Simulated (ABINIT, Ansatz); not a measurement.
# Lattice dynamics of AlInTe3 (Pm-3m) in two programs, part 4 of 4

How does AlInTe3 (Pm-3m) vibrate, and is this structure a minimum?

ABINIT 10.8.3; DFT LDA, scalar-relativistic, plane waves, HGH norm-conserving pseudopotentials.

So far, lowest frequency on the path (cm⁻¹): step 6 (dispersion) -55.1. Also highest frequency (cm⁻¹): step 6 263.

The structure was built from a prototype and need not be the compound's stable phase.

## (8) Cross-check with Ansatz

The same cell goes through another code, with its own cutoff. The potentials differ.

This step: DFT LDA, scalar-relativistic, plane waves, PseudoDojo norm-conserving pseudopotentials (Ansatz 0.2.0).

Input file input.yaml:

```yaml
crystal:
  lattice:
    - [5.3045703334, 0.0, 0.0]
    - [0.0, 5.3045703334, 0.0]
    - [0.0, 0.0, 5.3045703334]
  atoms:
    - { symbol: In, position: [0.0, 0.0, 0.0] }
    - { symbol: Al, position: [0.5, 0.5, 0.5] }
    - { symbol: Te, position: [0.5, 0.5, 0.0] }
    - { symbol: Te, position: [0.5, 0.0, 0.5] }
    - { symbol: Te, position: [0.0, 0.5, 0.5] }
kpoints:
  mp_grid: { grid: [4, 4, 4] }
hamiltonian:
  xc: lda
  pseudopotentials: { kind: nc, accuracy: standard }
scf:
  occupations: { method: fermi_dirac, width: 0.27211 }
output:
  eigenvalues: true
phonons:
  method: dfpt
  qmesh: [2, 2, 2]
  temperatures: { t_max: 1000, t_step: 50 }
  qpath:
    path:
      - [[0.0, 0.0, 0.0], [0.0, 0.5, 0.0], [0.5, 0.5, 0.0], [0.0, 0.0, 0.0], [0.5, 0.5, 0.5], [0.0, 0.5, 0.0]]
      - [[0.5, 0.5, 0.5], [0.5, 0.5, 0.0]]
    npoints: 10
```

The run is started by

```bash
$ ansatz run input.yaml --threads 4 --pin off --max-ram 8192MiB --backend cpu --events-out ev --progress --plain --runs-dir out
```

Log:

```text
band count auto-derived: 43 (N_el = 64.0; filled up to band 32; 39 by the electrons, moments and atoms)
Engine: ansatz 0.2.0, aarch64-unknown-linux-gnu
Pseudopotentials: kind: nc
Pseudopotential: In, nc, valence charge 13, recommended cutoff 952.398519 eV (normal), In.nc.azcp (PseudoDojo's, or run here from an input of PseudoDojo's; its table is named by hamiltonian.pseudopotentials.accuracy)
Pseudopotential: Al, nc, valence charge 3, recommended cutoff 598.650497 eV (normal), Al.nc.azcp (PseudoDojo's, or run here from an input of PseudoDojo's; its table is named by hamiltonian.pseudopotentials.accuracy)
Pseudopotential: Te, nc, valence charge 16, recommended cutoff 1120 eV (normal), Te.nc.azcp (PseudoDojo's, or run here from an input of PseudoDojo's; its table is named by hamiltonian.pseudopotentials.accuracy)
Functional definition: SPW92
  exchange = slater_x
  correlation = pw_c
Crystal: 5 atoms, lattice volume = 149.262 Å³
Basis set: ecut = 1120 eV, 12797 PW (Γ), exchange–correlation on 120×120×120 points (8 copies of the dense FFT grid, shifted against one another)
Bands: 43, of which v1, the nominal top of the filled ones, is band 32 counted from 1 (31 counted from 0)
Symmetry: 48 space group operations
k-points: 10 of 64
Non-local potential: In, projectors of the file, l = 0: 2, l = 1: 2, l = 2: 2
Non-local potential: Al, projectors of the file, l = 0: 2, l = 1: 2, l = 2: 2
Non-local potential: Te, projectors of the file, l = 0: 3, l = 1: 2, l = 2: 2, l = 3: 2
Initial density: superposition of atomic densities (chi_scale 0.1, normalization cell, long waves kept (reshape's long-wave potential 0.01 eV rms))
Initial wavefunctions: pseudopotential atomic-orbital guess
Functional: x = slater, c = lda
SCF iter   1: F=—  HF=-10402.901978 eV  |F-HF|=—  |Δ(HF+E_count)|=         —  Δρ=1.68e-2  dr2=3.96e-1  ethr=3.10e-3  ⟨swp⟩=8.8  Hψ=1962  notcnv=0
preconditioner: auto → Kerker (q_TF=auto, 2.369 Å⁻¹)  [metal: Δε(μ)=0.027 eV  Ē_g=12.101 eV  σ=0.272 eV  W_gap=0.02  n_scr=32 (ndim 8)  ℏωp=17.7 eV  f_vac=0.000  D(μ)=3.30/eV (n_scr^D=18)]
SCF iter   2: F=—  HF=-10402.799904 eV  |F-HF|=—  |Δ(HF+E_count)|=   1.02e-1  Δρ=9.74e-3  dr2=1.49e-1  ethr=6.18e-4  ⟨swp⟩=1.0  Hψ=510  notcnv=0
SCF iter   3: F=—  HF=-10402.751143 eV  |F-HF|=—  |Δ(HF+E_count)|=   4.88e-2  Δρ=2.10e-3  dr2=5.42e-3  ethr=2.33e-4  ⟨swp⟩=3.0  Hψ=708  notcnv=0
SCF iter   4: F=—  HF=-10402.749884 eV  |F-HF|=—  |Δ(HF+E_count)|=   1.26e-3  Δρ=8.50e-4  dr2=1.54e-3  ethr=8.47e-6  ⟨swp⟩=2.1  Hψ=758  notcnv=0
SCF iter   5: F=—  HF=-10402.749378 eV  |F-HF|=—  |Δ(HF+E_count)|=   5.06e-4  Δρ=1.80e-4  dr2=1.80e-4  ethr=2.40e-6  ⟨swp⟩=2.2  Hψ=620  notcnv=0
SCF iter   6: F=—  HF=-10402.749323 eV  |F-HF|=—  |Δ(HF+E_count)|=   5.50e-5  Δρ=1.16e-4  dr2=2.56e-5  ethr=2.81e-7  ⟨swp⟩=2.1  Hψ=494  notcnv=0
SCF iter   7: F=—  HF=-10402.749325 eV  |F-HF|=—  |Δ(HF+E_count)|=   2.48e-6  Δρ=1.05e-5  dr2=1.34e-7  ethr=3.99e-8  ⟨swp⟩=2.9  Hψ=676  notcnv=0
SCF iter   8: F=—  HF=-10402.749118 eV  |F-HF|=—  |Δ(HF+E_count)|=   2.07e-4  Δρ=2.40e-6  dr2=9.08e-9  ethr=2.10e-10  ⟨swp⟩=4.3  Hψ=1162  notcnv=0
SCF iter   9: F=—  HF=-10402.749118 eV  |F-HF|=—  |Δ(HF+E_count)|=   1.22e-9  Δρ=8.37e-7  dr2=1.25e-9  ethr=1.42e-11  ⟨swp⟩=2.5  Hψ=810  notcnv=0
SCF iter  10: F=—  HF=-10402.749118 eV  |F-HF|=—  |Δ(HF+E_count)|=  1.76e-10  Δρ=2.09e-7  dr2=1.11e-10  ethr=1.95e-12  ⟨swp⟩=2.7  Hψ=675  notcnv=0
SCF iter  11: F=-10402.749118 eV  HF=-10402.749118 eV  |F-HF|=1.82e-12  |Δ(HF+E_count)|=  9.09e-12  Δρ=4.90e-8  dr2=3.14e-12  ethr=1.00e-12  ⟨swp⟩=12.8  Hψ=2948  notcnv=0
SCF 1 converged in 11 iterations: F = -10402.749118 eV  dr2 = 3.14e-12
Initial density: read from a saved state, or passed on in memory by an earlier SCF of this step, an earlier step, the calling program or the single point that the run made first
iter 1 solved again at ethr=9.38e-7 eV; its pass at ethr=3.10e-3 eV (dr2=6.01e-4 eV) is discarded
SCF iter   1: F=—  HF=-10402.749323 eV  |F-HF|=—  |Δ(HF+E_count)|=         —  Δρ=2.65e-6  dr2=3.55e-9  ethr=9.38e-7  ⟨swp⟩=4.5  Hψ=3216  notcnv=0
eigensolver tolerance schedule: the retry pair's looser diagonalisation over-reported the residual by 169280.53 of it (diagonalisation noise at an unbounded share of the residual, at the tolerance the schedule requests for it); recorded, not acted on — ethr = c·dr2/N_el stays at c = 1.0e-1
preconditioner: auto → Kerker (q_TF=auto, 2.369 Å⁻¹)  [metal: Δε(μ)=0.008 eV  Ē_g=11.983 eV  σ=0.272 eV  W_gap=0.01  n_scr=32 (ndim 8)  ℏωp=17.7 eV  f_vac=0.000  D(μ)=3.37/eV (n_scr^D=18)]
SCF iter   2: F=—  HF=-10402.749118 eV  |F-HF|=—  |Δ(HF+E_count)|=   2.05e-4  Δρ=1.36e-6  dr2=7.05e-10  ethr=5.54e-12  ⟨swp⟩=6.2  Hψ=1939  notcnv=0
SCF iter   3: F=—  HF=-10402.749118 eV  |F-HF|=—  |Δ(HF+E_count)|=  1.78e-10  Δρ=8.76e-7  dr2=3.20e-10  ethr=1.10e-12  ⟨swp⟩=1.5  Hψ=450  notcnv=0
SCF iter   4: F=—  HF=-10402.749118 eV  |F-HF|=—  |Δ(HF+E_count)|=  9.46e-11  Δρ=4.58e-7  dr2=1.04e-10  ethr=1.00e-12  ⟨swp⟩=1.0  Hψ=430  notcnv=0
SCF iter   5: F=—  HF=-10402.749118 eV  |F-HF|=—  |Δ(HF+E_count)|=  9.09e-12  Δρ=3.61e-7  dr2=6.53e-11  ethr=1.00e-12  ⟨swp⟩=1.0  Hψ=430  notcnv=0
SCF iter   6: F=—  HF=-10402.749118 eV  |F-HF|=—  |Δ(HF+E_count)|=  1.46e-11  Δρ=2.12e-7  dr2=2.39e-11  ethr=1.00e-12  ⟨swp⟩=1.0  Hψ=430  notcnv=0
SCF iter   7: F=—  HF=-10402.749118 eV  |F-HF|=—  |Δ(HF+E_count)|=  1.82e-12  Δρ=1.76e-7  dr2=1.57e-11  ethr=1.00e-12  ⟨swp⟩=8.6  Hψ=1332  notcnv=0
SCF iter   8: F=-10402.749118 eV  HF=-10402.749118 eV  |F-HF|=7.28e-12  |Δ(HF+E_count)|=  3.64e-12  Δρ=1.30e-7  dr2=8.66e-12  ethr=1.00e-12  ⟨swp⟩=1.0  Hψ=900  notcnv=0
SCF 2 converged in 8 iterations: F = -10402.749118 eV  dr2 = 8.66e-12
phonons: the bands overlap, so this run is a metal and interpolates without the dipole-dipole term. If the crystal is really an insulator or semiconductor, its LO-TO splitting is missing
NSCF: frozen V_eff on 10 k-points
NSCF: frozen V_eff on 27 k-points
DFPT response loops at q = (0, 0, 0) (fractional): preconditioner auto → Kerker (q_TF=auto, 2.369 Å⁻¹) (partly filled bands, converged f_vac=0.000); β = 1.00, the filter's whole step (`scf.mixing.beta` (0.50) is not read by the response loops under this deck's `scf.mixing.preconditioner`; to damp them name `kerker` or `kerker_dos`, under which they read `scf.mixing.beta`, and type it under 1.00, their step now; both keys bind the ground state too); Broyden in place of MSR1
NSCF: frozen V_eff on 54 k-points
DFPT response loops at q = (0, 0, -0.5) (fractional): mixed as the last ones told, above
NSCF: frozen V_eff on 54 k-points
DFPT response loops at q = (0, -0.5, -0.5) (fractional): mixed as the last ones told, above
NSCF: frozen V_eff on 54 k-points
DFPT response loops at q = (-0.5, -0.5, -0.5) (fractional): mixed as the last ones told, above
SCF converged after 11 iterations
Free energy (F): -10402.749118 eV
Harris-Foulkes:  -10402.749118 eV  (|F-HF|=1.82e-12)
Internal energy: -10401.964998 eV  (E = F + TS)
E sigma→0 (E₀):  -10402.357058 eV
Entropy (-TS):   -0.784120 eV (-156.824 meV/atom)
Fermi energy:    8.013316 eV
--- Per-component energies (eV) ---
  E_band       = -833.879497
  E_kinetic    = 5790.603652
  E_local      = -7568.865010  (includes V_loc(G=0)·N_el)
  E_nonlocal   = -2745.980063
  E_hartree    = 2629.648470
  E_xc         = -2540.735840
  E_vxc        = -1568.934922  (∫ρ·V_xc dr)
  E_ewald      = -5966.636208
  E_smearing   = -0.784120  (= −TS)
  E_closure    = -0.000000  (closes the sum)
  Σ components = -10402.749118   (vs F -10402.749118, Δ=0.00e0)
--- Band table (eV; the first three rows and the last of 10) ---
  k-point 0: bands = [... 28 lower, 7.3174, 7.3174, 7.3174, 7.4014, 7.4014, 7.4014, 12.0392, 12.0392, ... 7 higher]
  k-point 1: bands = [... 28 lower, 6.6125, 6.6125, 6.9741, 7.4992, 7.4992, 9.2171, 10.9416, 11.7705, ... 7 higher]
  k-point 2: bands = [... 28 lower, 5.9473, 6.6899, 7.5714, 7.6583, 7.6583, 9.0747, 11.2244, 11.2467, ... 7 higher]
  k-point 9: bands = [... 28 lower, 7.3414, 7.3414, 9.0187, 9.0187, 9.0187, 11.0877, 11.0877, 11.0877, ... 7 higher]
--- Phonons (Γ-DFPT): 4 representative perturbations + reference (Σ response iterations 11) ---
  ASR residual: 2.227e-4 → 0.000e0 eV/Å²; symmetrization residual: 9.866e-6 eV/Å²
  ASR residual per site (eV/Å²): 2.23e-4 5.17e-5 8.69e-5 8.69e-5 8.69e-5
  Γ frequencies (cm⁻¹): -52.32 -52.32 -52.32 -30.47 -30.47 -30.47 -20.82 -20.82 -20.82 0.00 0.00 0.00 267.93 267.93 267.93
--- Phonons (arbitrary-q DFPT): 4 irreducible q on the 2×2×2 mesh ---
  q = [0.0000, 0.0000, 0.0000] (star 1, of the zone-centre solve; hermiticity 2.29e-6, symmetrization 1.94e-14): -52.32 -52.32 -52.32 -30.47 -30.47 -30.47 -20.82 -20.82 -20.82 -0.00 -0.00 0.00 267.93 267.93 267.93
  q = [0.0000, 0.0000, -0.5000] (star 3, 9 solved perturbations in 216 linear systems a pass and spin channel, the states on 27 of 64 k-point pairs; hermiticity 2.00e-6, symmetrization 1.24e-12, the responses' own estimated error 9.7e-5 eV/Å²): -45.33 -44.07 -38.81 -38.81 -24.49 -21.91 -21.91 -17.57 -17.57 22.86 22.86 137.37 261.48 268.37 268.37
  q = [0.0000, -0.5000, -0.5000] (star 3, 9 solved perturbations in 216 linear systems a pass and spin channel, the states on 27 of 64 k-point pairs; hermiticity 1.27e-6, symmetrization 4.04e-13, the responses' own estimated error 9.4e-5 eV/Å²): -52.63 -52.63 -52.08 -25.06 -21.59 -21.59 -14.90 -14.90 28.62 39.67 120.29 151.40 260.05 260.05 269.05
  q = [-0.5000, -0.5000, -0.5000] (star 1, 4 solved perturbations in 81 linear systems a pass and spin channel, the states on 27 of 64 k-point pairs; hermiticity 1.58e-6, symmetrization 2.86e-12, the responses' own estimated error 1.0e-4 eV/Å²): -51.54 -51.54 -51.54 -46.89 -46.89 -46.89 24.83 24.83 24.83 123.41 123.41 162.17 263.98 263.98 263.98
  sum rule: each row above includes the acoustic sum rule's correction from the zone centre's row sums; it moved no ω² by more than (0.73 cm⁻¹)²
  mesh force constants: q→R imaginary residual 9.95e-19; ASR residual 2.227e-4 → 0.000e0 eV/Å²; symmetrization residual 1.599e-14 eV/Å²
  interpolated dispersion: 62 rows × 15 modes
  density of states and harmonic sums: on the 12×12×12 q-mesh, interpolated from the force constants of a 2×2×2 supercell (no non-analytic term)
  largest difference from the sums on the solved wave vectors: F 2.73e-1 eV, S 3.55e-4 and C_V 8.16e-5 eV/K
  zero-point energy: 0.067106 eV/cell   skipped modes (ω ≤ 0): 650, of them read as no rigid motion or as one in doubt: 647 (7.678e0 modes/cell left out, lowest -52.63 cm⁻¹)   left out of the sums: 5.12e-1 of the cell's modes: C_V's classical limit lies that fraction below 3 k_B per atom; for a crystal, a wire or a layer, F and S can be off by more, and a phonons.interpolated_qmesh denser along its periods is the remedy for the sampling
```

Run time: 9.7 min. Hardware: 4 threads of Arm Neoverse V1, shared host; peak memory 2.2 GiB.

Numbers from this step:

```yaml
sum_rule_residual_before_enforcement: 2.23e-4 eV/Å²
lowest_frequency_on_the_path: -52.63 cm⁻¹
share_of_modes_beyond_3i_cm_minus1_on_the_dense_interpolated_mesh: 0.5163
highest_optical_zone_centre_mode_no_lo_to_term: 267.9 cm⁻¹
lowest_optical_zone_centre_mode: -52.32 cm⁻¹
lowest_mode_on_the_q_mesh_acoustic_ones_at_the_zone_centre_apart: -52.63 cm⁻¹
```

## (9) Side by side: ABINIT HGH and Ansatz, PseudoDojo

Numbers from this step:

- root-mean-square difference: 2.88 cm⁻¹
- largest difference: 7.05 cm⁻¹
- root-mean-square difference on the path: 2.7 cm⁻¹
- largest difference on the path: 8.5 cm⁻¹

The 12 of 57 modes that differ most. Frequencies side by side:

```tsv
q (reciprocal lattice)	mode	ABINIT HGH (cm⁻¹)	Ansatz, PseudoDojo (cm⁻¹)
0 0 0	1	-55.1	-52.32
0 0 0	7	-23.81	-20.82
0 0 0	8	-23.81	-20.82
0 0 0	9	-23.81	-20.82
0 0 0	13	260.9	267.9
0 0 0	14	260.9	267.9
0 0 0	15	260.9	267.9
0.5 0 0	6	-25.81	-21.91
0.5 0 0	7	-25.56	-21.91
0.5 0 0	14	261.3	268.4
0.5 0 0	15	261.3	268.4
0.5 0.5 0	15	262	269.1
```

At the solved wavevectors the largest difference (acoustic modes at Γ apart) is 3 % of the highest mode.

## (10) Summary of results

```
space group after relaxation                                       : Pm-3m
volume per atom                                                    : 29.9 Å³
highest optical zone-centre mode (no LO-TO term)                   : 260.9 cm⁻¹
lowest optical zone-centre mode                                    : -55.1 cm⁻¹
q mesh                                                             : 2×2×2
lowest mode on the q mesh (acoustic ones at the zone centre apart) : -55.1 cm⁻¹
imaginary modes on the q mesh                                      : yes
largest difference from Ansatz, PseudoDojo                         : 7.05 cm⁻¹
```

In words: AlInTe3 (Pm-3m) is unstable: a mode solved on the 2×2×2 mesh is imaginary, 55i cm⁻¹; its spectrum reaches 263 cm⁻¹. At the LDA level the optical modes of AlInTe3 (Pm-3m) at the zone centre run from 55i to 261 cm⁻¹, so the structure is a saddle point, with 9 modes beyond 10i cm⁻¹ there. The most unstable solved mode lies at the zone centre, but modes at other wavevectors are imaginary too, so the distortion may enlarge the cell. ABINIT HGH and Ansatz, PseudoDojo differ by 2.9 cm⁻¹ in the root mean square and by 7.0 cm⁻¹ at most, 2.7 % of the highest mode compared (acoustic modes at Γ left out; ABINIT's values are those before the sum rule); the two use different potentials, and the cell was not relaxed for the second set. These are harmonic frequencies: anharmonic shifts and widths and the lattice's thermal expansion are left out. The Fermi-Dirac smearing of 0.01 Ha is an electronic temperature of 3158 K, which adds a pressure of its own and can shift the volume and soft modes. Spin-orbit coupling is left out, which can matter for the heavy elements here. The HGH files keep few electrons and have no core correction, which is cheap but rough for In. In a metal the frequencies hang on the k mesh and the smearing, most of all near Kohn anomalies. The structure is a hypothetical one, built on a prototype.

[Host names and launcher messages were left out of these logs when they were recorded.]

[Logs are printed without paths, hosts, clocks, repeated set-up lines and the standing remarks that a program may print on its own settings, such as how far it seeks lower states.]

[Hosts, paths, dates, database ids (printed as entryN), source tags and the programs' standing remarks are cut or masked in the printed files.]
